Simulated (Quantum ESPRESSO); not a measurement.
# black phosphorene, 2 layers, AB stacking: a series in biaxial strain, part 2 of 7

Aim: how the results for black phosphorene, 2 layers, AB stacking change with biaxial strain.

Quantum ESPRESSO 7.5; plane-wave DFT, PBE, GBRV ultrasoft pseudopotentials.

So far. Step 2 (Relaxing cell and ions of the reference):  The last row is no step: it is a fresh SCF in the final cell with a new plane-wave basis, +0 meV from the row before.

## (3) Relaxing the ions, -4 %

Level of this step: plane-wave DFT, PBE-D3(BJ), GBRV ultrasoft pseudopotentials (Quantum ESPRESSO).

m0.relax.in

```
&control
  prefix = 'm0.relax'
  outdir = './out'
  pseudo_dir = './pseudo'
  nstep = 40
  forc_conv_thr = 0.0003
  calculation = 'relax'
  tstress = .true.
/
&system
  ibrav = 0
  nat = 8
  ntyp = 1
  ecutwfc = 50
  ecutrho = 250
  vdw_corr = 'grimme-d3'
  dftd3_version = 4
  occupations = 'smearing'
  smearing = 'fd'
  degauss = 0.002
/
&electrons
  conv_thr = 1e-09
  mixing_beta = 0.4
  electron_maxstep = 120
  mixing_mode = 'plain'
/
&ions
/
ATOMIC_SPECIES
  P   30.9738  p_pbe_v1.5.uspp.F.UPF
CELL_PARAMETERS angstrom
  4.16042481600000 0.00000000000000 0.00000000000000
  0.00000000000000 3.17349914304000 0.00000000000000
  0.00000000000000 0.00000000000000 22.68000000000000
ATOMIC_POSITIONS crystal
  P   0.078831326700 0.000000000000 0.340149910700
  P   0.421055604000 0.500000000000 0.340150539400
  P   0.578150815000 0.500000000000 0.434620985600
  P   0.921752927400 0.000000000000 0.434621085600
  P   0.078247072600 0.500000000000 0.565378914400
  P   0.421849185000 0.000000000000 0.565379014400
  P   0.578944396000 0.000000000000 0.659849460600
  P   0.921168673300 0.500000000000 0.659850089300
K_POINTS automatic
  8 10 1 0 0 0
```

On the command line:

```console
OMP_NUM_THREADS=1 mpirun -n 4 pw.x -nk 4 -in m0.relax.in > m0.relax.out
```

Log:

```text
[banner, memory and clock lines left out]
Program PWSCF v.7.5 starts
[citation notice left out]

[...]
Message from routine setup:
[...]
bravais-lattice index     =            0
     lattice parameter (alat)  =       7.8621  a.u.
     unit-cell volume          =    2020.7646 (a.u.)^3
     number of atoms/cell      =            8
     number of atomic types    =            1
     number of electrons       =        40.00
     number of Kohn-Sham states=           24
     kinetic-energy cutoff     =      50.0000  Ry
     charge density cutoff     =     250.0000  Ry
     scf convergence threshold =      1.0E-09
     mixing beta               =       0.4000
     number of iterations used =            8  plain     mixing
     energy convergence thresh.=      1.0E-04
     force convergence thresh. =      3.0E-04
     Exchange-correlation=  SLA  PW   PBX  PBC
                           (   1   4   3   4   0   0   0)
     nstep                     =           40

[...]
PseudoPot. # 1 for P  read from file:
     ./pseudo/p_pbe_v1.5.uspp.F.UPF
     Pseudo is Ultrasoft + core correction, Zval =  5.0
     Generated by new atomic code, or converted to UPF format
     Using radial grid of  903 points,  6 beta functions with:
                l(1) =   0
                l(2) =   0
                l(3) =   1
                l(4) =   1
                l(5) =   2
                l(6) =   2
     Q(r) pseudized with  8 coefficients,  rinner =    1.300   1.300   1.300
                                                       1.300   1.300

     atomic species   valence    mass     pseudopotential
     P                 5.00    30.97380     P ( 1.00)

      4 Sym. Ops., with inversion, found ( 2 have fractional translation)

[...]
number of k points=    30  Fermi-Dirac smearing, width (Ry)=  0.0020
[...]
Dense  grid:   134775 G-vectors     FFT dimensions: (  40,  32, 216)

     Smooth grid:    96585 G-vectors     FFT dimensions: (  36,  30, 200)

     Initial potential from superposition of free atoms

     starting charge      39.9987, renormalised to      40.0000

     negative rho (up, down):  8.899E-05 0.000E+00
     Starting wfcs are   32 randomized atomic wfcs

     per-process dynamical memory:   137.5 Mb

     Self-consistent Calculation

     iteration #  1     ecut=    50.00 Ry     beta= 0.40
     Davidson diagonalization with overlap
     ethr =  1.00E-02,  avg # of iterations =  3.1

     Threshold (ethr) on eigenvalues was too large:
     Diagonalizing with lowered threshold

     Davidson diagonalization with overlap
     ethr =  3.23E-04,  avg # of iterations =  4.1

     negative rho (up, down):  8.421E-06 0.000E+00

     total energy              =    -124.27577599 Ry
     estimated scf accuracy    <       0.13710051 Ry

     iteration #  2     ecut=    50.00 Ry     beta= 0.40
[...]
negative rho (up, down):  6.168E-05 0.000E+00

[...]
total energy              =    -124.27033144 Ry
     estimated scf accuracy    <       0.04016779 Ry

     iteration #  3     ecut=    50.00 Ry     beta= 0.40
[...]
negative rho (up, down):  9.136E-05 0.000E+00

[...]
total energy              =    -124.27110858 Ry
     estimated scf accuracy    <       0.02717697 Ry

     iteration #  4     ecut=    50.00 Ry     beta= 0.40
[...]
negative rho (up, down):  1.096E-04 0.000E+00

[...]
total energy              =    -124.27447643 Ry
     estimated scf accuracy    <       0.00127917 Ry

     iteration #  5     ecut=    50.00 Ry     beta= 0.40
[...]
c_bands:  1 eigenvalues not converged
[...]
negative rho (up, down):  1.221E-04 0.000E+00

[...]
total energy              =    -124.27483926 Ry
     estimated scf accuracy    <       0.00054489 Ry

     iteration #  6     ecut=    50.00 Ry     beta= 0.40
[...]
negative rho (up, down):  1.287E-04 0.000E+00

[...]
total energy              =    -124.27503899 Ry
     estimated scf accuracy    <       0.00005116 Ry

[...]
iteration #  9     ecut=    50.00 Ry     beta= 0.40
[...]
negative rho (up, down):  1.373E-04 0.000E+00

[...]
total energy              =    -124.27510918 Ry
     estimated scf accuracy    <       0.00000035 Ry

     iteration # 10     ecut=    50.00 Ry     beta= 0.40
[...]
negative rho (up, down):  1.382E-04 0.000E+00

[...]
total energy              =    -124.27510955 Ry
     estimated scf accuracy    <       0.00000014 Ry

     iteration # 11     ecut=    50.00 Ry     beta= 0.40
[...]
negative rho (up, down):  1.388E-04 0.000E+00

[...]
total energy              =    -124.27510957 Ry
     estimated scf accuracy    <          7.1E-09 Ry

     iteration # 12     ecut=    50.00 Ry     beta= 0.40
[...]
negative rho (up, down):  1.397E-04 0.000E+00

[...]
End of self-consistent calculation

          k = 0.0000 0.0000 0.0000 ( 12009 PWs)   bands (ev):

   -14.8737 -14.7099 -12.3094 -11.9337  -7.4536  -7.3533  -5.6599  -4.9367
    -4.1180  -3.6940  -3.2844  -2.7065  -2.5188  -2.3972  -1.4497  -0.9814
    -0.8388  -0.6479   0.8618   1.3170   1.8242   2.0992   2.6465   2.9042

          k = 0.0000 0.1311 0.0000 ( 12005 PWs)   bands (ev):

   -14.7405 -14.5772 -12.1735 -11.7985  -7.5300  -7.4513  -5.5431  -4.8281
    -3.9979  -3.5787  -3.3855  -3.2631  -3.0800  -2.9243  -1.4222  -1.4116
    -1.3653  -0.8878   0.9672   1.4404   1.8118   2.2137   3.6473   3.9283

[...]
the Fermi energy is     1.6364 ev

!    total energy              =    -124.27510959 Ry
     estimated scf accuracy    <          4.7E-10 Ry
     smearing contrib. (-TS)   =      -0.00000641 Ry
     internal energy E=F+TS    =    -124.27510318 Ry

     The total energy is F=E-TS. E is the sum of the following terms:
     one-electron contribution =    -962.91786512 Ry
     hartree contribution      =     492.41476954 Ry
     xc contribution           =     -47.75477628 Ry
     ewald contribution        =     394.17770235 Ry
     DFT-D3 Dispersion         =      -0.19493367 Ry

[...]
Computing stress (Cartesian axis) and pressure

     negative rho (up, down):  1.397E-04 0.000E+00
          total   stress  (Ry/bohr**3)                   (kbar)     P=       40.56
   0.00031569   0.00000000  -0.00000005           46.44        0.00       -0.01
   0.00000000   0.00044119   0.00000000            0.00       64.90        0.00
  -0.00000005   0.00000000   0.00007024           -0.01        0.00       10.33

     BFGS Geometry Optimization
     Energy error            =      1.1E-02 Ry
     Gradient error          =      3.7E-02 Ry/Bohr

     number of scf cycles    =   1
     number of bfgs steps    =   0

     energy             new  =    -124.2751095859 Ry

     new trust radius        =       0.0383406318 bohr
     new conv_thr            =       0.0000000010 Ry

ATOMIC_POSITIONS (crystal)
P                0.0744747161        0.0000000000        0.3399329364
P                0.4254133242        0.5000000000        0.3399333333
P                0.5734423039        0.5000000000        0.4348538725
P                0.9264610004        0.0000000000        0.4348539147
P                0.0735389996        0.5000000000        0.5651460853
P                0.4265576961        0.0000000000        0.5651461275
P                0.5745866758        0.0000000000        0.6600666667
P                0.9255252839        0.5000000000        0.6600670636

[...]
NEW-OLD atomic charge density approx. for the potential

     negative rho (up, down):  1.461E-04 0.000E+00

     per-process dynamical memory:   173.1 Mb

[...]
!    total energy              =    -124.28306257 Ry
[...]
Total force =     0.049850     Total SCF correction =     0.000043
[...]
number of bfgs steps    =   1
[...]
energy             new  =    -124.2830625710 Ry
[...]
new trust radius        =       0.0357152053 bohr
[...]
!    total energy              =    -124.28576513 Ry
[...]
Total force =     0.013250     Total SCF correction =     0.000041
[...]
number of bfgs steps    =   2
[...]
energy             new  =    -124.2857651284 Ry
[...]
new trust radius        =       0.0081289701 bohr
[...]
!    total energy              =    -124.28595090 Ry
[...]
Total force =     0.008518     Total SCF correction =     0.000011
[...]
number of bfgs steps    =   3
[...]
energy             new  =    -124.2859509046 Ry
[...]
new trust radius        =       0.0080950086 bohr
[...]
!    total energy              =    -124.28604846 Ry
[...]
Total force =     0.003509     Total SCF correction =     0.000003
[...]
number of bfgs steps    =   4
[...]
energy             new  =    -124.2860484629 Ry
[...]
new trust radius        =       0.0028855678 bohr
[...]
!    total energy              =    -124.28606231 Ry
[...]
Total force =     0.001136     Total SCF correction =     0.000002
[...]
number of bfgs steps    =   5
[...]
energy             new  =    -124.2860623083 Ry
[...]
new trust radius        =       0.0008373066 bohr
[...]
Self-consistent Calculation

     iteration #  1     ecut=    50.00 Ry     beta= 0.40
     Davidson diagonalization with overlap
     ethr =  1.00E-06,  avg # of iterations =  2.0

     Threshold (ethr) on eigenvalues was too large:
     Diagonalizing with lowered threshold

     Davidson diagonalization with overlap
     ethr =  9.39E-10,  avg # of iterations =  5.0

     negative rho (up, down):  1.377E-04 0.000E+00

     total energy              =    -124.28606373 Ry
     estimated scf accuracy    <       0.00000011 Ry

[...]
iteration # 10     ecut=    50.00 Ry     beta= 0.40
[...]
negative rho (up, down):  1.377E-04 0.000E+00

[...]
End of self-consistent calculation

          k = 0.0000 0.0000 0.0000 ( 12009 PWs)   bands (ev):

   -14.5815 -14.3899 -12.0557 -11.6114  -7.3400  -7.2225  -5.5359  -4.7517
    -4.0789  -3.7113  -3.4152  -2.7966  -2.0901  -1.9444  -1.5810  -1.2118
    -0.4030  -0.1651   0.7973   1.2017   1.8721   2.2170   2.9069   3.2495

          k = 0.0000 0.1311 0.0000 ( 12005 PWs)   bands (ev):

   -14.4486 -14.2578 -11.9199 -11.4764  -7.4096  -7.3160  -5.4179  -4.6404
    -3.9577  -3.5956  -3.4734  -3.0617  -2.7477  -2.6626  -1.4863  -1.1090
    -1.0416  -0.9640   0.8854   1.3263   1.7819   2.3325   4.0050   4.3133

[...]
the Fermi energy is     1.6540 ev

!    total energy              =    -124.28606377 Ry
     estimated scf accuracy    <          1.3E-12 Ry
     smearing contrib. (-TS)   =      -0.00015778 Ry
     internal energy E=F+TS    =    -124.28590599 Ry

     The total energy is F=E-TS. E is the sum of the following terms:
     one-electron contribution =    -957.13673466 Ry
     hartree contribution      =     489.64648930 Ry
     xc contribution           =     -47.57484146 Ry
     ewald contribution        =     390.97371814 Ry
     DFT-D3 Dispersion         =      -0.19453732 Ry

     convergence has been achieved in  10 iterations

     negative rho (up, down):  1.377E-04 0.000E+00

     Forces acting on atoms (cartesian axes, Ry/au):

     atom    1 type  1   force =     0.00000747    0.00000000    0.00029827
     atom    2 type  1   force =    -0.00000343    0.00000000    0.00029536
     atom    3 type  1   force =     0.00000305    0.00000000    0.00017812
     atom    4 type  1   force =    -0.00000185   -0.00000000    0.00018121
     atom    5 type  1   force =     0.00000185    0.00000000   -0.00018121
     atom    6 type  1   force =    -0.00000305    0.00000000   -0.00017812
     atom    7 type  1   force =     0.00000343   -0.00000000   -0.00029536
     atom    8 type  1   force =    -0.00000747    0.00000000   -0.00029827

     Total force =     0.000694     Total SCF correction =     0.000004

     Computing stress (Cartesian axis) and pressure

     negative rho (up, down):  1.377E-04 0.000E+00
          total   stress  (Ry/bohr**3)                   (kbar)     P=       22.12
   0.00011588   0.00000000  -0.00000003           17.05        0.00       -0.00
   0.00000000   0.00034081   0.00000000            0.00       50.13        0.00
  -0.00000003   0.00000000  -0.00000552           -0.00        0.00       -0.81

     Energy error            =      1.5E-06 Ry
     Gradient error          =      3.0E-04 Ry/Bohr

     bfgs converged in   7 scf cycles and   6 bfgs steps
     (criteria: energy <  1.0E-04 Ry, force <  3.0E-04 Ry/Bohr)

     End of BFGS Geometry Optimization

     Final energy             =    -124.2860637679 Ry

     File ./out/m0.relax.bfgs deleted, as requested
Begin final coordinates

ATOMIC_POSITIONS (crystal)
P                0.0706737995       -0.0000000000        0.3392332453
P                0.4292208258        0.5000000000        0.3392325715
P                0.5691680838        0.5000000000        0.4356876520
P                0.9307342672       -0.0000000000        0.4356880462
P                0.0692657328        0.5000000000        0.5643119538
P                0.4308319162        0.0000000000        0.5643123480
P                0.5707791742        0.0000000000        0.6607674285
P                0.9293262005        0.5000000000        0.6607667547
End final coordinates

[...]
```

Run time: 7.9 min. Hardware: 4 MPI ranks of Arm Neoverse V2, shared host; peak memory 1.1 GiB; 32 min of CPU time.

Step by step:

| step | energy less that of the first step (eV) | largest force (eV/Å) |
| --- | --- | --- |
| 1 | 0.0000 | 0.9858 |
| 2 | -0.1082 | 0.4695 |
| 3 | -0.1450 | 0.1297 |
| 4 | -0.1475 | 0.0840 |
| 5 | -0.1488 | 0.0341 |
| 6 | -0.1490 | 0.0104 |
| 7 | -0.1490 | 0.0077 |

The atoms that moved most (Å):

| atom | dx | dy | dz | length |
| --- | --- | --- | --- | --- |
| P6 | 0.037 | 0.000 | -0.024 | 0.045 |
| P3 | -0.037 | 0.000 | 0.024 | 0.045 |
| P4 | 0.037 | 0.000 | 0.024 | 0.045 |
| P5 | -0.037 | 0.000 | -0.024 | 0.045 |
| P7 | -0.034 | 0.000 | 0.021 | 0.040 |
| P2 | 0.034 | 0.000 | -0.021 | 0.040 |
| P1 | -0.034 | 0.000 | -0.021 | 0.040 |
| P8 | 0.034 | 0.000 | 0.021 | 0.040 |

The relaxation lowers the energy by 19 meV an atom.

Numbers from this step:

- free energy: -1690.9980 eV
- energy at zero smearing: -1690.9970 eV
- Fermi energy: 1.654 eV

(Continued in part 3 of 7.)

[Logs are printed without paths, hosts, clocks, repeated set-up lines and the standing remarks that a program may print on its own settings, such as how far it seeks lower states.]

[Hosts, paths, dates, database ids (printed as entryN), source tags and the programs' standing remarks are cut or masked in the printed files.]

[Maps of the electrostatic potential energy from Ansatz leave out the sawtooth potential of an applied field or a dipole correction, so their vacuum need not be flat; planar profiles and work functions include it.]
